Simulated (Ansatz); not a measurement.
# Elastic response of KH6C3NO5 (P2_1/c) (64 atoms), part 2 of 3

Aim: relax KH6C3NO5 (P2_1/c) (64 atoms), then change its volume and shape to read moduli from the stress.

Ansatz 0.2.0; Kohn-Sham DFT, LDA, PAW (set soft_2), plane waves.

So far. Step 2 (Single point at the start): The r.m.s. force at the start is 0.60 eV/Å. Step 3 (Cell and atoms relaxed): The relaxation converged after 14 steps, with a largest force component of 0.034 eV/Å.

## Step 4: Single point at the relaxed geometry

One more single point at the end of the walk gives the fuller output and checks the residual forces.

Input file input.yaml:

```yaml
crystal:
  lattice:
    - [7.31163, -0.00022, -0.01876]
    - [-0.00039, 12.54974, -5.0e-05]
    - [-1.7924, 3.0e-05, 6.34244]
  atoms:
    - { symbol: K, position: [0.49157, 0.63571, 0.09669] }
    - { symbol: K, position: [0.50816, 0.13568, 0.40335] }
    - { symbol: K, position: [0.5081, 0.36456, 0.90333] }
    - { symbol: K, position: [0.49157, 0.86459, 0.59668] }
    - { symbol: H, position: [0.96735, 0.72951, 0.94178] }
    - { symbol: H, position: [0.03227, 0.22962, 0.55852] }
    [... 52 atom lines left out ...]
    - { symbol: O, position: [0.53362, 0.06625, 0.81922] }
    - { symbol: O, position: [0.46618, 0.56627, 0.68085] }
    - { symbol: O, position: [0.77927, 0.52141, 0.05608] }
    - { symbol: O, position: [0.22043, 0.02141, 0.44394] }
    - { symbol: O, position: [0.2204, 0.47888, 0.94393] }
    - { symbol: O, position: [0.77933, 0.97887, 0.55609] }
kpoints:
  mp_grid: { grid: [2, 1, 2] }
hamiltonian:
  xc: lda
scf:
  occupations: { method: fixed }
output:
  forces: true
  stress: true
  populations: intrinsic
  dos:
    method: { smearing: { sigma: 0.08 } }
    de: 0.1
    projected: { site_lists: { C: [C], H: [H], K: [K], "N": ["N"], O: [O] } }
  eigenvalues: true
  write_density: true
  write_potential: true
  volumetric_format: npy
  elf: true
```

Started as:

```sh
$ ansatz run input.yaml --threads 4 --pin off --max-ram 8192MiB --backend cpu --events-out ev --progress --plain --runs-dir out
```

Numbers of over 12 decimals in the logs are rounded to 6 here.

The log of the run:

```text
[...]
Crystal: 64 atoms, lattice volume = 581.554 Å³
Basis set: ecut = 420 eV, 11335 PW (Γ)
Bands: 188, of which v1, the nominal top of the filled ones, is band 124 counted from 1 (123 counted from 0)
Symmetry: 1 space group operations
[...]
k-points: 4
[...]
SCF iter   1: F=—  HF=-21880.603201 eV  |F-HF|=—  |Δ(HF+E_count)|=         —  Δρ=1.18e-2  dr2=6.71e-1  ethr=1.77e-3  ⟨swp⟩=5.0  Hψ=2703  notcnv=0  defer=246
[...]
SCF iter  10: F=-21880.362196 eV  HF=-21880.362196 eV  |F-HF|=7.84e-9  |Δ(HF+E_count)|=   3.29e-8  Δρ=2.07e-6  dr2=2.18e-8  ethr=4.03e-11  ⟨swp⟩=21.5  Hψ=7095  notcnv=0
SCF 1 converged in 10 iterations: F = -21880.362196 eV  dr2 = 2.18e-8
[...]
SCF converged after 10 iterations
Free energy (F): -21880.362196 eV
[...]
Internal energy: -21880.362196 eV  (E = F + TS)
E sigma→0 (E₀):  -21880.362196 eV
Fermi energy:    2.068625 eV
[...]
--- Forces (eV/Å), atoms counted from 1 ---
  atom   1  K      0.00140012    -0.00157799     0.00125600
  atom   2  K     -0.00097778    -0.00083437    -0.00156280
  atom   3  K     -0.00164521     0.00171373    -0.00187392
  atom   4  K      0.00150072     0.00088141     0.00168686
  atom   5  H      0.00080931     0.00062088     0.00084071
  atom   6  H     -0.00175370    -0.00269991    -0.00019397
  atom   7  H     -0.00102803     0.00076585    -0.00079464
  atom   8  H      0.00109348     0.00072784     0.00043636
  atom   9  H     -0.00306998     0.00175787    -0.00348443
  atom  10  H      0.00407519     0.00204655     0.00295663
  atom  11  H      0.00245518    -0.00253176     0.00415565
  atom  12  H     -0.00225477    -0.00162157    -0.00401949
  atom  13  H     -0.00143930    -0.00049845    -0.00148592
  atom  14  H      0.00045949    -0.00087995     0.00198555
[...]
atom  63  O     -0.00061356     0.00254729    -0.00724194
  atom  64  O     -0.00169256     0.00135338     0.00603204
  max |Σ_I F_I| component: 3.75e-6 eV/Å
--- Stress (GPa, compression-positive) ---
        0.002162       0.000521      -0.001564
        0.000521       0.003941      -0.000911
       -0.001564      -0.000911       0.010055
  P = ⅓ Tr σ = 0.0054 GPa (0.054 kbar)
--- Band table (eV) ---
[...]
--- intrinsic populations: 64 sites ---
  site symbol       q [e]
     0      K      8.1977
     1      K      8.1977
     2      K      8.1977
[...]
63      O      6.8405
  spilling = 0.000000 (of n_electrons = 248.000000)
```

The job ended after 14 s (4 threads of Arm Neoverse V2, shared host; peak memory 2 GiB; 53 s of CPU time).

Read from the output:

```yaml
free_energy: -21880.3622 eV
free_energy_per_atom: -341.8807 eV/atom
scf_cycles: 10
pressure: 0.005386 GPa
r_m_s_force_component: 0.00507 eV/Å
longest_force: 0.03603 eV/Å
fermi_energy: 2.069 eV
spacing_of_highest_filled_and_lowest_empty_level: 4.116 eV
```

## Step 5: Volume -3 %

The relaxed cell is scaled evenly and the atoms are relaxed again; the stress at the end gives one point of P(V).

input.yaml, the sections that differ from step 4:

```yaml
crystal:
  lattice:
    - [7.23777, -0.00022, -0.01857]
    - [-0.00039, 12.42297, -5.0e-05]
    - [-1.77429, 3.0e-05, 6.27837]
  atoms:
    [... the 64 atom lines of step 4 ...]
output:
  forces: true
  eigenvalues: true
  stress: true
relax:
  f_tol: 0.05
  max_steps: 70
# kpoints, hamiltonian, scf: as in step 4
```

The log of the run:

```text
Warning: output.stress: scf.convergence.dr2_threshold = 1e-7 eV (the SCF's general default) is looser than the 6.4e-9 eV advised for a printed stress (1e-10 eV for each atom of the cell: 64). What an SCF threshold leaves in a stress goes as its square root, and in the free energy as the threshold itself, and one threshold admits the most on a small cell: [...]
[...]
Crystal: 64 atoms, lattice volume = 564.108 Å³
Basis set: ecut = 420 eV, 11011 PW (Γ)
Bands: 188, of which v1, the nominal top of the filled ones, is band 124 counted from 1 (123 counted from 0)
Symmetry: 1 space group operations
[...]
k-points: 4
[...]
SCF iter   1: F=—  HF=-21880.376654 eV  |F-HF|=—  |Δ(HF+E_count)|=         —  Δρ=1.21e-2  dr2=6.83e-1  ethr=1.77e-3  ⟨swp⟩=5.0  Hψ=2704  notcnv=0  defer=246
[...]
SCF iter   7: F=-21880.128918 eV  HF=-21880.128922 eV  |F-HF|=4.14e-6  |Δ(HF+E_count)|=   6.44e-6  Δρ=4.59e-5  dr2=9.96e-6  ethr=2.52e-8  ⟨swp⟩=16.2  Hψ=4959  notcnv=0
SCF 1 converged in 7 iterations: F = -21880.128918 eV  dr2 = 9.96e-6
[...]
relax step   1: F+E_penalty+E_count = -21880.12891790 eV  Δ(F+E_penalty+E_count) = +0.000e0 eV  max|allowed force component| = 7.620e-1 eV/Å  Δτ_max = 0.0000 Å  (7 SCF iters, dr2 threshold 6.25e-5 eV, accepted)
[...]
relax step   2: F+E_penalty+E_count = -21880.28571439 eV  Δ(F+E_penalty+E_count) = -1.568e-1 eV  max|allowed force component| = 2.131e-1 eV/Å  Δτ_max = 0.0368 Å  (5 SCF iters, dr2 threshold 3.63e-5 eV, accepted)
[...]
relax step   3: F+E_penalty+E_count = -21880.30630420 eV  Δ(F+E_penalty+E_count) = -2.059e-2 eV  max|allowed force component| = 1.468e-1 eV/Å  Δτ_max = 0.0200 Å  (6 SCF iters, dr2 threshold 2.84e-6 eV, accepted)
relax step   4: F+E_penalty+E_count = -21880.30694192 eV  Δ(F+E_penalty+E_count) = -6.377e-4 eV  max|allowed force component| = 1.518e-1 eV/Å  Δτ_max = 0.0133 Å  (7 SCF iters, accepted)
relax step   5: F+E_penalty+E_count = -21880.30833056 eV  Δ(F+E_penalty+E_count) = -1.389e-3 eV  max|allowed force component| = 1.271e-2 eV/Å  Δτ_max = 0.0103 Å  (4 SCF iters, dr2 threshold 1.09e-5 eV, accepted)
[...]
relax step   6: F+E_penalty+E_count = -21880.30833136 eV  Δ(F+E_penalty+E_count) = -8.042e-7 eV  max|allowed force component| = 1.274e-2 eV/Å  Δτ_max = 0.0000 Å  (4 SCF iters, accepted)
SCF converged after 4 iterations
Free energy (F): -21880.308331 eV
[...]
Internal energy: -21880.308331 eV  (E = F + TS)
E sigma→0 (E₀):  -21880.308331 eV
Fermi energy:    2.330602 eV
[...]
--- Forces (eV/Å), atoms counted from 1 ---
  atom   1  K      0.00036835    -0.00460573    -0.00069801
  atom   2  K     -0.00035826    -0.00465466     0.00073030
  atom   3  K     -0.00035577     0.00465866     0.00067262
  atom   4  K      0.00033273     0.00472117    -0.00073081
  atom   5  H      0.00153701     0.00271381     0.00191180
  atom   6  H     -0.00150061     0.00273549    -0.00205999
  atom   7  H     -0.00161913    -0.00284270    -0.00184595
  atom   8  H      0.00159220    -0.00272409     0.00198670
  atom   9  H     -0.00459525     0.00078769     0.00208432
  atom  10  H      0.00458175     0.00041232    -0.00222969
  atom  11  H      0.00460119    -0.00094910    -0.00210569
  atom  12  H     -0.00452626    -0.00067167     0.00209505
  atom  13  H     -0.00325682    -0.00299086    -0.00041671
  atom  14  H      0.00313766    -0.00313402     0.00044385
[...]
atom  63  O     -0.00232222    -0.00023093    -0.00366771
  atom  64  O      0.00224601    -0.00033005     0.00354980
  max |Σ_I F_I| component: 1.80e-5 eV/Å
--- Stress (GPa, compression-positive) ---
        1.308787       0.000836       0.001322
        0.000836       0.869063       0.000890
        0.001322       0.000890       0.919201
  P = ⅓ Tr σ = 1.0324 GPa (10.324 kbar)
--- Band table (eV) ---
[...]
--- Relaxed structure (6 steps of the walk, 6 accepted, 0 SCFs on fresh bases) ---
  F+E_penalty+E_count = -21880.30833136 eV   max|allowed force component| = 1.274e-2 eV/Å
  atoms:
    - { symbol: K, position: [0.489675, 0.634727, 0.097888] }
    - { symbol: K, position: [0.510052, 0.134724, 0.402140] }
    - { symbol: K, position: [0.509995, 0.365548, 0.902097] }
    - { symbol: K, position: [0.489688, 0.865547, 0.597894] }
[...]
- { symbol: O, position: [0.782005, 0.976894, 0.560579] }
```

It took 45 s on 4 threads; peak memory 2 GiB; 2.9 min of CPU time.

The program notes that the SCF threshold is loose for the stress.

The relaxation converged after 6 steps, 0.179 eV below its start, with a largest force component of 0.013 eV/Å.

Volume -3 %: the energy stands 0.0539 eV above that of the reference, at a pressure of 1.03 GPa.

## Step 6: Volume +3 %

The relaxed cell is scaled to another volume.

input.yaml, the sections that differ from step 5:

```yaml
crystal:
  lattice:
    - [7.38403, -0.00022, -0.01895]
    - [-0.00039, 12.674, -5.0e-05]
    - [-1.81015, 3.0e-05, 6.40524]
  atoms:
    [... the 64 atom lines of step 4 ...]
# kpoints, hamiltonian, scf, output, relax: as in step 5
```

The log of the run:

```text
[...]
Crystal: 64 atoms, lattice volume = 599.001 Å³
Basis set: ecut = 420 eV, 11753 PW (Γ)
Bands: 188, of which v1, the nominal top of the filled ones, is band 124 counted from 1 (123 counted from 0)
Symmetry: 1 space group operations
[...]
k-points: 4
[...]
SCF iter   1: F=—  HF=-21880.387869 eV  |F-HF|=—  |Δ(HF+E_count)|=         —  Δρ=1.16e-2  dr2=6.63e-1  ethr=1.77e-3  ⟨swp⟩=5.0  Hψ=2695  notcnv=0  defer=246
[...]
SCF iter   6: F=—  HF=-21880.152900 eV  |F-HF|=—  |Δ(HF+E_count)|=   7.49e-5  Δρ=1.22e-4  dr2=7.44e-5  ethr=2.70e-7  ⟨swp⟩=2.0  Hψ=991  notcnv=0  defer=248
SCF iter   7: F=-21880.152904 eV  HF=-21880.152910 eV  |F-HF|=5.81e-6  |Δ(HF+E_count)|=   1.02e-5  Δρ=4.96e-5  dr2=1.24e-5  ethr=2.52e-8  ⟨swp⟩=16.2  Hψ=5136  notcnv=0
SCF 1 converged in 7 iterations: F = -21880.152904 eV  dr2 = 1.24e-5
[...]
relax step   1: F+E_penalty+E_count = -21880.15290410 eV  Δ(F+E_penalty+E_count) = +0.000e0 eV  max|allowed force component| = 6.968e-1 eV/Å  Δτ_max = 0.0000 Å  (7 SCF iters, dr2 threshold 6.25e-5 eV, accepted)
[...]
relax step   2: F+E_penalty+E_count = -21880.29452286 eV  Δ(F+E_penalty+E_count) = -1.416e-1 eV  max|allowed force component| = 2.143e-1 eV/Å  Δτ_max = 0.0377 Å  (5 SCF iters, dr2 threshold 3.03e-5 eV, accepted)
[...]
relax step   3: F+E_penalty+E_count = -21880.31275680 eV  Δ(F+E_penalty+E_count) = -1.823e-2 eV  max|allowed force component| = 1.733e-1 eV/Å  Δτ_max = 0.0192 Å  (6 SCF iters, dr2 threshold 2.87e-6 eV, accepted)
relax step   4: F+E_penalty+E_count = -21880.31328999 eV  Δ(F+E_penalty+E_count) = -5.332e-4 eV  max|allowed force component| = 1.866e-1 eV/Å  Δτ_max = 0.0250 Å  (6 SCF iters, dr2 threshold 2.84e-6 eV, accepted)
relax step   5: F+E_penalty+E_count = -21880.31502130 eV  Δ(F+E_penalty+E_count) = -1.731e-3 eV  max|allowed force component| = 1.528e-2 eV/Å  Δτ_max = 0.0124 Å  (4 SCF iters, dr2 threshold 2.28e-5 eV, accepted)
[...]
relax step   6: F+E_penalty+E_count = -21880.31502282 eV  Δ(F+E_penalty+E_count) = -1.520e-6 eV  max|allowed force component| = 1.520e-2 eV/Å  Δτ_max = 0.0000 Å  (4 SCF iters, accepted)
SCF converged after 4 iterations
Free energy (F): -21880.315023 eV
[...]
Internal energy: -21880.315023 eV  (E = F + TS)
E sigma→0 (E₀):  -21880.315023 eV
Fermi energy:    1.824120 eV
[...]
Σ components = -21880.315023   (vs F -21880.315023, Δ=0.00e0)
--- Forces (eV/Å), atoms counted from 1 ---
  atom   1  K     -0.00126087     0.00273209     0.00028336
  atom   2  K      0.00147862     0.00266736    -0.00026038
  atom   3  K      0.00116926    -0.00261409    -0.00045676
  atom   4  K     -0.00134427    -0.00256259     0.00025103
[...]
atom  64  O      0.00133678     0.00086228     0.00144349
  max |Σ_I F_I| component: 3.69e-5 eV/Å
--- Stress (GPa, compression-positive) ---
       -1.124104       0.000678      -0.035802
        0.000678      -0.697648       0.001009
       -0.035802       0.001009      -0.767633
  P = ⅓ Tr σ = -0.8631 GPa (-8.631 kbar)
--- Band table (eV) ---
[...]
--- Relaxed structure (6 steps of the walk, 6 accepted, 0 SCFs on fresh bases) ---
  F+E_penalty+E_count = -21880.31502282 eV   max|allowed force component| = 1.520e-2 eV/Å
  atoms:
    - { symbol: K, position: [0.492769, 0.636223, 0.095872] }
    - { symbol: K, position: [0.506932, 0.136224, 0.404153] }
    - { symbol: K, position: [0.506923, 0.364046, 0.904126] }
    - { symbol: K, position: [0.492784, 0.864047, 0.595886] }
[...]
- { symbol: O, position: [0.777245, 0.980213, 0.552485] }
```

The job ended after 47 s (4 threads; peak memory 2.1 GiB).

The relaxation converged after 6 steps, 0.162 eV below its start, with a largest force component of 0.015 eV/Å.

Volume +3 %: the energy stands 0.0472 eV above that of the reference, at a pressure of -0.863 GPa.

## Step 7: Volume -6 %

The relaxed cell is scaled to another volume.

Input and log are left out; they have the form of those shown for this kind of step.

The job ended after 49 s (4 threads of Arm Neoverse V2, shared host; peak memory 2 GiB; 3.2 min of CPU time).

The relaxation converged after 6 steps, 0.744 eV below its start, with a largest force component of 0.010 eV/Å.

Volume -6 %: the energy stands 0.233 eV above that of the reference, at a pressure of 2.36 GPa.

## Step 8: Volume +6 %

The relaxed cell is scaled to another volume.

Input and log are left out; they have the form of those shown for this kind of step.

It took 50 s on 4 threads of Arm Neoverse V2, shared host; peak memory 2.2 GiB; 3.2 min of CPU time.

The relaxation converged after 6 steps, 0.627 eV below its start, with a largest force component of 0.038 eV/Å.

Volume +6 %: the energy stands 0.181 eV above that of the reference, at a pressure of -1.55 GPa.

## Step 9: Volume -10 %

The relaxed cell is scaled to another volume.

Input and log are left out; they have the form of those shown for this kind of step.

Wall time 49 s (4 threads of Arm Neoverse V2, shared host); peak memory 1.9 GiB.

The relaxation converged after 6 steps, 2.18 eV below its start, with a largest force component of 0.016 eV/Å.

Volume -10 %: the energy stands 0.730 eV above that of the reference, at a pressure of 4.58 GPa.

## Step 10: Stretched by 1 % along x

The relaxed cell is strained along x alone, which gives the stiffness along x and its coupling to y and z.

input.yaml, the sections that differ from step 6:

```yaml
crystal:
  lattice:
    - [7.38475, -0.00022, -0.01876]
    - [-0.00039, 12.54974, -5.0e-05]
    - [-1.81032, 3.0e-05, 6.34244]
  atoms:
    [... the 64 atom lines of step 4 ...]
# kpoints, hamiltonian, scf, output, relax: as in step 6
```

The log of the run:

```text
[...]
Crystal: 64 atoms, lattice volume = 587.370 Å³
Basis set: ecut = 420 eV, 11463 PW (Γ)
Bands: 188, of which v1, the nominal top of the filled ones, is band 124 counted from 1 (123 counted from 0)
Symmetry: 1 space group operations
[...]
k-points: 4
[...]
SCF iter   1: F=—  HF=-21880.543116 eV  |F-HF|=—  |Δ(HF+E_count)|=         —  Δρ=1.17e-2  dr2=6.67e-1  ethr=1.77e-3  ⟨swp⟩=5.0  Hψ=2706  notcnv=0  defer=246
[...]
SCF iter   7: F=-21880.305397 eV  HF=-21880.305403 eV  |F-HF|=5.18e-6  |Δ(HF+E_count)|=   7.36e-6  Δρ=4.85e-5  dr2=1.17e-5  ethr=2.52e-8  ⟨swp⟩=16.2  Hψ=5014  notcnv=0
SCF 1 converged in 7 iterations: F = -21880.305397 eV  dr2 = 1.17e-5
[...]
relax step   1: F+E_penalty+E_count = -21880.30539747 eV  Δ(F+E_penalty+E_count) = +0.000e0 eV  max|allowed force component| = 5.581e-1 eV/Å  Δτ_max = 0.0000 Å  (7 SCF iters, dr2 threshold 6.25e-5 eV, accepted)
[...]
relax step   2: F+E_penalty+E_count = -21880.33787242 eV  Δ(F+E_penalty+E_count) = -3.247e-2 eV  max|allowed force component| = 1.891e-1 eV/Å  Δτ_max = 0.0164 Å  (5 SCF iters, dr2 threshold 1.95e-5 eV, accepted)
[...]
relax step   3: F+E_penalty+E_count = -21880.34301544 eV  Δ(F+E_penalty+E_count) = -5.143e-3 eV  max|allowed force component| = 1.288e-1 eV/Å  Δτ_max = 0.0143 Å  (7 SCF iters, accepted)
relax step   4: F+E_penalty+E_count = -21880.34405412 eV  Δ(F+E_penalty+E_count) = -1.039e-3 eV  max|allowed force component| = 9.110e-2 eV/Å  Δτ_max = 0.0171 Å  (7 SCF iters, accepted)
relax step   5: F+E_penalty+E_count = -21880.34458084 eV  Δ(F+E_penalty+E_count) = -5.267e-4 eV  max|allowed force component| = 1.138e-2 eV/Å  Δτ_max = 0.0068 Å  (4 SCF iters, dr2 threshold 3.85e-6 eV, accepted)
[...]
relax step   6: F+E_penalty+E_count = -21880.34458130 eV  Δ(F+E_penalty+E_count) = -4.562e-7 eV  max|allowed force component| = 1.137e-2 eV/Å  Δτ_max = 0.0000 Å  (4 SCF iters, accepted)
SCF converged after 4 iterations
Free energy (F): -21880.344581 eV
[...]
Internal energy: -21880.344581 eV  (E = F + TS)
E sigma→0 (E₀):  -21880.344581 eV
Fermi energy:    1.981586 eV
[...]
--- Forces (eV/Å), atoms counted from 1 ---
  atom   1  K     -0.00145374     0.00095685    -0.00009837
  atom   2  K      0.00159377     0.00089873     0.00015727
  atom   3  K      0.00151215    -0.00084150     0.00006413
  atom   4  K     -0.00151259    -0.00083194    -0.00012507
  atom   5  H     -0.00052139    -0.00043584    -0.00116500
  atom   6  H      0.00044463    -0.00035767     0.00097442
  atom   7  H      0.00042797     0.00036992     0.00123088
  atom   8  H     -0.00044761     0.00043969    -0.00113018
  atom   9  H      0.00046070    -0.00157681    -0.00108759
  atom  10  H     -0.00043649    -0.00192592     0.00095403
  atom  11  H     -0.00046490     0.00144934     0.00102333
  atom  12  H      0.00053139     0.00174399    -0.00103332
  atom  13  H     -0.00725520     0.00773398     0.00513304
  atom  14  H      0.00725110     0.00764613    -0.00513019
[...]
atom  63  O     -0.00041751     0.00000903    -0.00076012
  atom  64  O      0.00047700    -0.00018887     0.00090338
  max |Σ_I F_I| component: 1.20e-5 eV/Å
--- Stress (GPa, compression-positive) ---
       -0.836560       0.000604      -0.038614
        0.000604      -0.214218       0.000275
       -0.038614       0.000275      -0.184542
  P = ⅓ Tr σ = -0.4118 GPa (-4.118 kbar)
--- Band table (eV) ---
[...]
--- Relaxed structure (6 steps of the walk, 6 accepted, 0 SCFs on fresh bases) ---
  F+E_penalty+E_count = -21880.34458130 eV   max|allowed force component| = 1.137e-2 eV/Å
  atoms:
    - { symbol: K, position: [0.492772, 0.636088, 0.096547] }
    - { symbol: K, position: [0.506938, 0.136092, 0.403476] }
    - { symbol: K, position: [0.506901, 0.364180, 0.903443] }
    - { symbol: K, position: [0.492789, 0.864183, 0.596558] }
[...]
- { symbol: O, position: [0.777563, 0.979586, 0.554306] }
```

Wall time 48 s (4 threads); peak memory 2.1 GiB; 3.1 min of CPU time.

The relaxation converged after 6 steps, 0.0392 eV below its start, with a largest force component of 0.011 eV/Å.

Stretched by 1 % along x: the energy stands 0.0176 eV above that of the reference, at a pressure of -0.412 GPa.

[end of part 2 of 3]

[Logs are printed without paths, hosts, clocks, repeated set-up lines and the standing remarks that a program may print on its own settings, such as how far it seeks lower states.]

[Hosts, paths, dates, database ids (printed as entryN), source tags and the programs' standing remarks are cut or masked in the printed files.]
